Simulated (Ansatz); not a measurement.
# Functionals, potentials and the resistivity of LuH2 (Fm-3m), part 3 of 5

Each step names its level of theory.

So far. Step 2 (Relaxation): The largest force is now zero by symmetry and the largest stress component 0.030 GPa. Step 3 (Tight relaxation (LDA, PAW)): The largest force is now zero by symmetry and the largest stress component 0.0050 GPa, small enough for phonons.

## Step 4: Resistivity: LDA at its own relaxed cell (continued)

Level of this step: DFT LDA, scalar-relativistic, plane waves, PAW (Ansatz).

Largest shares of lambda; single rows converge slowly. Strongest modes:

```
     q1      q2       q3  star  branch  ħω (meV)     λ_q  half width (meV)
0.08333  0.1667     -0.5    48       3     15.27  0.1881           0.03982
0.08333    0.25  -0.4167    48       3     16.07  0.1775           0.04158
0.08333    0.25  -0.3333    48       3     15.65  0.1759            0.0391
0.08333    0.25     -0.5    48       3     16.34  0.1588           0.03847
0.08333    0.25    -0.25    48       3     15.41  0.1579           0.03403
0.08333  0.1667   0.4167    48       3     14.84  0.1356           0.02711
 0.1667  0.3333  -0.4167    48       3     16.65  0.1283           0.03228
0.08333  0.3333     -0.5    48       3     17.93  0.1202            0.0351
```

300 K. The cumulative share of the conductivity, along x by mean free path:

```
mean free path (nm)  cumulative share of the conductivity, along x
               7.94                                        0.00512
               8.91                                         0.0131
                 10                                         0.0489
               11.2                                          0.258
               12.6                                          0.688
               14.1                                          0.911
```

Resistivity by mesh:

```
    mesh  T (K)  mean rho (μΩ cm)
12x12x12     20           0.00656
12x12x12    300             11.38
12x12x12    800              36.1
   6x6x6     20          0.006783
   6x6x6    300             11.37
   6x6x6    800             36.71
   3x3x3     20          0.006253
   3x3x3    300             10.33
   3x3x3    800             33.45
```

No LO-TO term; unit eigenvectors of the mass-weighted matrix. The modes at Γ (shares of kinetic energy by element, %):

```
mode  frequency (cm⁻¹)  symmetry  Lu %  H %
   1               0.0       T1u    99    1
   2               0.0       T1u    99    1
   3               0.0       T1u    99    1
   4            1018.4       T1u     1   99
   5            1018.4       T1u     1   99
   6            1018.4       T1u     1   99
   7            1210.6       T2g     0  100
   8            1210.6       T2g     0  100
   9            1210.6       T2g     0  100
```

Displacements in mode 6 (1018.4 cm⁻¹), the largest set to 1:
```
Lu1  0.00 -0.01  0.01
H2   0.00  1.00 -0.95
H3   0.00  1.00 -0.95
```

Displacements in mode 9 (1210.6 cm⁻¹), the largest set to 1:
```
Lu1  0.00  0.00  0.00
H2   0.46 -1.00  0.02
H3  -0.46  1.00 -0.02
```

The modes has structure finer than the step of the table below, so its rows give means over 50 cm⁻¹, whole bins alone (the curve runs from -10 to 1257 cm⁻¹). Peaks (cm⁻¹: height): H 1073.6: 0.0529, 1153.3: 0.0585; Lu 109.5: 0.0513.

Phonopy on the run's constants, 19x19x19 mesh, Gaussian sigma 9.0 cm⁻¹. Table of modes by wavenumber; means over each step; values in 1/cm⁻¹/cell:

```
wavenumber (cm⁻¹)        H       Lu
               50   3.9e-5  0.00549
              100   1.2e-4   0.0396
              150   1.8e-5   0.0145
              200        0   7.4e-5
              250        0        0
              300        0        0
              350        0        0
              400        0        0
              450        0        0
              500        0        0
              550        0        0
              600        0        0
              650        0        0
              700        0        0
              750        0        0
              800        0        0
              850        0        0
              900        0        0
              950        0        0
             1000   5.5e-4   3.6e-6
             1050   0.0276   7.7e-5
             1100   0.0367   4.7e-5
             1150   0.0466   4.3e-5
             1200  0.00840   4.3e-6
```

Some states were left unconverged by the eigensolver. By its own test the run is not converged in the mesh. λ = 0.257 and 11.4 μΩ cm at 300 K.

## Step 5: Resistivity: the database cell, unrelaxed

The base functional is run at the starting cell, unrelaxed, so that the lattice constant is the database's and not the functional's.

This step: DFT PBEsol, scalar-relativistic, plane waves, PAW (Ansatz 0.2.0).

The input, input.yaml:

```yaml
crystal:
  lattice:
    - [0.0, 2.5165, 2.5165]
    - [2.5165, 0.0, 2.5165]
    - [2.5165, 2.5165, 0.0]
  atoms:
    - { symbol: Lu, position: [0.0, 0.0, 0.0] }
    - { symbol: H, position: [0.25, 0.25, 0.25] }
    - { symbol: H, position: [0.75, 0.75, 0.75] }
kpoints:
  mp_grid: { grid: [8, 8, 8] }
hamiltonian:
  xc: pbesol
scf:
  occupations: { method: methfessel_paxton, width: 0.2 }
output:
  eigenvalues: true
phonons:
  method: dfpt
  qmesh: [2, 2, 2]
  temperatures: { t_max: 1000, t_step: 50 }
  qpath:
    path:
      - [[0.0, 0.0, 0.0], [0.5, 0.0, 0.5], [0.625, 0.25, 0.625]]
      - [[0.375, 0.375, 0.75], [0.0, 0.0, 0.0], [0.5, 0.5, 0.5], [0.5, 0.25, 0.75], [0.5, 0.0, 0.5]]
    npoints: 10
  electrical_resistivity:
    mesh: [12, 12, 12]
    temperatures: [20.0, 50.0, 80.0, 100.0, 150.0, 200.0, 273.0, 300.0, 400.0, 500.0, 600.0, 800.0]
  superconductivity: { mesh: [12, 12, 12], eliashberg_equations: false }
```

Started as:

```bash
> ansatz run input.yaml --threads 8 --pin off --max-ram 16384MiB --backend cpu --events-out ev --progress --plain --runs-dir out
```

Numbers of over 12 decimals in the logs are rounded to 6 here.

What it wrote:

```text
[...]
Crystal: 3 atoms, lattice volume = 31.873 Å³
Basis set: ecut = 420 eV, 609 PW (Γ), exchange–correlation on 48×48×48 points (8 copies of the dense FFT grid, shifted against one another)
Bands: 18, of which v1, the nominal top of the filled ones, is band 14 counted from 1 (13 counted from 0)
Symmetry: 48 space group operations
k-points: 29 of 512
[...]
SCF iter   1: F=—  HF=-14644.929551 eV  |F-HF|=—  |Δ(HF+E_count)|=         —  Δρ=7.26e-3  dr2=1.11e-2  ethr=1.77e-3  ⟨swp⟩=5.4  Hψ=2913  notcnv=0
[...]
SCF iter   9: F=-14644.923942 eV  HF=-14644.923942 eV  |F-HF|=3.64e-12  |Δ(HF+E_count)|=    0.00e0  S|Δr|=    0.00e0  Δρ=3.97e-8  dr2=2.96e-13  ethr=1.00e-12  ⟨swp⟩=9.9  Hψ=3506  notcnv=0
SCF 1 converged in 9 iterations: F = -14644.923942 eV  dr2 = 2.96e-13
[...]
SCF iter   1: F=—  HF=-14644.929551 eV  |F-HF|=—  |Δ(HF+E_count)|=         —  Δρ=7.26e-3  dr2=1.11e-2  ethr=1.77e-3  ⟨swp⟩=5.4  Hψ=2913  notcnv=0
[...]
SCF iter   9: F=-14644.923942 eV  HF=-14644.923942 eV  |F-HF|=7.28e-12  |Δ(HF+E_count)|=    0.00e0  S|Δr|=    0.00e0  Δρ=3.96e-8  dr2=2.98e-13  ethr=1.00e-12  ⟨swp⟩=4.2  Hψ=1778  notcnv=0
SCF 2 converged in 9 iterations: F = -14644.923942 eV  dr2 = 2.98e-13
[...]
SCF converged after 9 iterations
[...]
Free energy (F): -14644.923942 eV
[...]
Internal energy: -14644.918696 eV  (E = F + TS)
E sigma→0 (E₀):  -14644.922631 eV
Entropy (-TS):   -0.005246 eV (-1.749 meV/atom)
Fermi energy:    13.175281 eV
[...]
--- Band table (eV; the first three rows and the last of 29) ---
  k-point 0: bands = [... 10 lower, 8.3133, 8.3133, 12.7201, 14.5219, 14.5219, 14.5219, 17.3529, 17.3529]
  k-point 1: bands = [... 10 lower, 8.3018, 8.3136, 11.4382, 14.7107, 14.7107, 16.2053, 17.1416, 17.1416]
  k-point 2: bands = [... 10 lower, 8.2818, 8.3146, 10.0953, 14.9182, 14.9182, 17.1788, 17.1788, 18.1391]
  k-point 28: bands = [... 10 lower, 8.2811, 8.6824, 8.6824, 12.0596, 14.8243, 19.1806, 19.6047, 19.6047]
[...]
ASR residual: 4.122e-5 → 0.000e0 eV/Å²; symmetrization residual: 5.323e-9 eV/Å²
  ASR residual per site (eV/Å²): 4.12e-5 3.22e-6 3.22e-6
  Γ frequencies (cm⁻¹): 0.00 0.00 0.00 934.08 934.08 934.08 1130.03 1130.03 1130.03
--- Phonons (arbitrary-q DFPT): 3 irreducible q on the 2×2×2 mesh ---
[...]
interpolated dispersion: 62 rows × 9 modes
[...]
--- Electrical resistivity: potentials and phonons of a 2×2×2 supercell ---
[...]
at the Fermi level of each mesh (of a tensor a third of its trace):
[...]
12×12×12                     0.2984              4.9973    0.2714    0.3495          24.059
          6×6×6                     0.2923              4.9403    0.2646    0.3379          24.389
          3×3×3                     0.2920              4.7140    0.2166    0.3244          27.569
  resistivity on the deck's mesh, µΩ·cm:
[...]
20.00     9.7838e-3              no     9.7838e-3     9.7838e-3     9.7838e-3       2.4449e-2         1.2209e-2
     50.00     7.1732e-1             yes     7.1732e-1     7.1732e-1     7.1732e-1       9.7425e-1         6.5439e-1
     80.00      2.2199e0             yes      2.2199e0      2.2199e0      2.2199e0        2.4514e0          1.8488e0
    100.00      3.2204e0             yes      3.2204e0      3.2204e0      3.2204e0        3.4278e0          2.6411e0
    150.00      5.5450e0             yes      5.5450e0      5.5450e0      5.5450e0        5.7719e0          4.5056e0
    200.00      7.7862e0             yes      7.7862e0      7.7862e0      7.7862e0        8.0900e0          6.3199e0
    273.00      1.1197e1             yes      1.1197e1      1.1197e1      1.1197e1        1.1672e1          9.1047e0
    300.00      1.2528e1             yes      1.2528e1      1.2528e1      1.2528e1        1.3079e1          1.0199e1
    400.00      1.7755e1             yes      1.7755e1      1.7755e1      1.7755e1        1.8596e1          1.4524e1
    500.00      2.3272e1             yes      2.3272e1      2.3272e1      2.3272e1        2.4391e1          1.9116e1
    600.00      2.8895e1             yes      2.8895e1      2.8895e1      2.8895e1        3.0280e1          2.3812e1
    800.00      4.0150e1             yes      4.0150e1      4.0150e1      4.0150e1        4.2060e1          3.3225e1
[...]
vibrations of 8 cells: unjudged by the run; compare a larger repeat
[...]
--- Superconductivity: potentials and phonons of a 2×2×2 supercell ---
[...]
mesh         λ    ħω_log (meV)  μ* declared at (meV)
       12×12×12    0.2714          24.059               67.665
          6×6×6    0.2646          24.389               68.380
          3×3×3    0.2166          27.569               74.463
  λ by the species' shares of the modes' patterns: Lu 0.1997, H 0.0717
[...]
0.08      0.138         0.139             -             -             -             -              -
      0.10      0.045         0.045             -             -             -             -              -
      0.12      0.010         0.010             -             -             -             -              -
      0.13      0.004         0.004             -             -             -             -              -
      0.14      0.001         0.001             -             -             -             -              -
      0.16      0.000         0.000             -             -             -             -              -
      0.20      0.000         0.000             -             -             -             -              -
[...]
vibrations of 8 cells: unjudged by the run; compare a larger repeat
[...]
```

Run time: 24 s. Hardware: 8 threads of Arm Neoverse N1, shared host; peak memory 0.62 GiB; 2.5 min of CPU time.

Numbers from this step:

```yaml
volume_per_atom: 10.62 Å³
zero_point_energy: 0.4033 eV/cell
highest_frequency_solved_or_plainly_interpolated: 1130 cm⁻¹
debye_temperature_second_moment: 1573 K
resistivity_at_300_k: 12.53 μΩ cm
coupling_constant_lambda: 0.2714
density_of_states_at_the_fermi_level: 0.2984 states/eV a spin and cell
log_mean_phonon_energy_omega_log: 24.06 meV
transport_coupling_constant_lambda_tr: 0.3495, 0.3495, 0.3495 (xx, yy, zz)
drude_plasma_energy: 4.997, 4.997, 4.997 eV (xx, yy, zz)
resistivity_times_mean_free_path: 14.17, 14.17, 14.17 × 10⁻¹⁶ Ω m² (xx, yy, zz)
second_moment_phonon_energy_omega: 67.67 meV
```

Table of Eliashberg function α²F by phonon energy; read off at these points:

```
phonon energy (meV)      α²F   α²F tr
               2.50   7.8e-5        0
               5.00  0.00105   1.1e-4
               7.50  0.00381  0.00109
              10.00   0.0362   0.0418
              12.50    0.223    0.254
              13.68    0.349    0.454
              15.00    0.227    0.336
              17.50   0.0327   0.0604
              20.00   6.8e-5   6.8e-5
              22.50        0        0
              25.00        0        0
              27.50        0        0
              30.00        0        0
              32.50        0        0
              35.00        0        0
              37.50        0        0
              40.00        0        0
              42.50        0        0
              45.00        0        0
              47.50        0        0
              50.00        0        0
              52.50        0        0
              55.00        0        0
              57.50        0        0
              60.00        0        0
              62.50        0        0
              65.00        0        0
              67.50        0        0
              70.00        0        0
              72.50        0        0
              75.00        0        0
              77.50        0        0
              80.00        0        0
              82.50        0        0
              85.00        0        0
              87.50        0        0
              90.00        0        0
              92.50        0        0
              95.00        0        0
              97.50        0        0
             100.00        0        0
             102.50        0        0
             105.00        0        0
             107.50        0        0
             110.00        0        0
             112.50        0        0
             115.00        0        0
             117.50  0.00544  0.00105
             120.00   0.0387   0.0343
             122.04    0.289    0.416
             122.50    0.261    0.374
             125.00    0.229    0.291
             127.50   0.0851    0.102
             130.00    0.249    0.290
             132.50    0.510    0.723
             132.99    0.546    0.844
             135.00    0.344    0.420
             137.50    0.120   0.0741
```

Resistivity, by row:

```
T (K)  ρ_xx (μΩ cm)      ρ_yy      ρ_zz  ρ by Ziman's lowest order, mean  ρ by relaxation times, mean  within 2 % of the coarser mesh
   20      0.009784  0.009784  0.009784                          0.02445                      0.01221                              no
   50        0.7173    0.7173    0.7173                           0.9743                       0.6544                             yes
   80          2.22      2.22      2.22                            2.451                        1.849                             yes
  100          3.22      3.22      3.22                            3.428                        2.641                             yes
  150         5.545     5.545     5.545                            5.772                        4.506                             yes
  200         7.786     7.786     7.786                             8.09                         6.32                             yes
  273          11.2      11.2      11.2                            11.67                        9.105                             yes
  300         12.53     12.53     12.53                            13.08                         10.2                             yes
  400         17.76     17.76     17.76                             18.6                        14.52                             yes
  500         23.27     23.27     23.27                            24.39                        19.12                             yes
  600          28.9      28.9      28.9                            30.28                        23.81                             yes
  800         40.15     40.15     40.15                            42.06                        33.22                             yes
```

Some states were left unconverged by the eigensolver. By its own test the run is not converged in the mesh. λ = 0.271 and 12.5 μΩ cm at 300 K. This session holds no earlier run at the same level of theory and cell to set it against.

The coupling constant from the curve is λ = 0.27; modes below 14.8 meV give half. The most distinct maxima of the Eliashberg function α²F (α²F) lie at 13.7, 122.0 and 133.0 meV, the highest at 133 meV.

## Step 6: Relaxing tightly for phonons (PBEsol, PseudoDojo norm-conserving pseudopotentials)

The cell is relaxed at this level, with tight thresholds.

This step: DFT PBEsol, scalar-relativistic, plane waves, PseudoDojo norm-conserving pseudopotentials (Ansatz 0.2.0).

The input, input.yaml:

```yaml
crystal:
  lattice:
    - [0.0, 2.4792260564, 2.4792260564]
    - [2.4792260564, 0.0, 2.4792260564]
    - [2.4792260564, 2.4792260564, 0.0]
  atoms:
    - { symbol: Lu, position: [0.0, 0.0, 0.0] }
    - { symbol: H, position: [0.25, 0.25, 0.25] }
    - { symbol: H, position: [0.75, 0.75, 0.75] }
kpoints:
  mp_grid: { grid: [10, 10, 10] }
hamiltonian:
  xc: pbesol
  pseudopotentials: { kind: nc, accuracy: standard }
scf:
  occupations: { method: methfessel_paxton, width: 0.2 }
output:
  forces: true
  stress: true
  eigenvalues: true
relax:
  adjacent_minimum: "off"
  f_tol: 0.001
  max_steps: 60
  cell: { stress_tol: 0.01 }
```

What it wrote:

```text
[the first part of the log is left out]
  E_nonlocal   = -1468.516072
  E_hartree    = 2290.823948
  E_xc         = -1023.406079
  E_vxc        = -832.862181  (∫ρ·V_xc dr)
  E_ewald      = -4297.480072
  E_smearing   = 0.000884  (= −TS)
  E_closure    = -0.000000  (closes the sum)
  Σ components = -6739.955572   (vs F -6739.955572, Δ=0.00e0)
[...]
--- Stress (GPa, compression-positive) ---
       -0.001473      -0.000000       0.000000
        0.000000      -0.001473       0.000000
        0.000000      -0.000000      -0.001473
  P = ⅓ Tr σ = -0.0015 GPa (-0.015 kbar)
--- Band table (eV; the first three rows and the last of 47) ---
[...]
--- Relaxed structure (3 steps of the walk, 2 accepted, 1 SCFs on fresh bases) ---
[...]
cell:  # Å, volume = 30.3986 Å³
    - [0, 2.477087, 2.477087]
    - [2.477087, 0, 2.477087]
    - [2.477087, 2.477087, 0]
  atoms:
    - { symbol: Lu, position: [0, 0, 0] }
    - { symbol: H, position: [0.25, 0.25, 0.25] }
    - { symbol: H, position: [0.750000, 0.750000, 0.750000] }
```

It took 6.8 s on 8 threads; peak memory 0.59 GiB; 50 s of CPU time.

Little changed from the start: no atom moved by 0.005 Å and no cell edge by 0.1 %.

Numbers from this step:

| Quantity | Value |
| --- | --- |
| pressure | -0.001473 GPa |
| volume per atom | 10.13 Å³ |

The largest force is now zero by symmetry and the largest stress component 0.0015 GPa, small enough for phonons.

[end of part 3 of 5]

[Logs are printed without paths, hosts, clocks, repeated set-up lines and the standing remarks that a program may print on its own settings, such as how far it seeks lower states.]

[Hosts, paths, dates, database ids (printed as entryN), source tags and the programs' standing remarks are cut or masked in the printed files.]
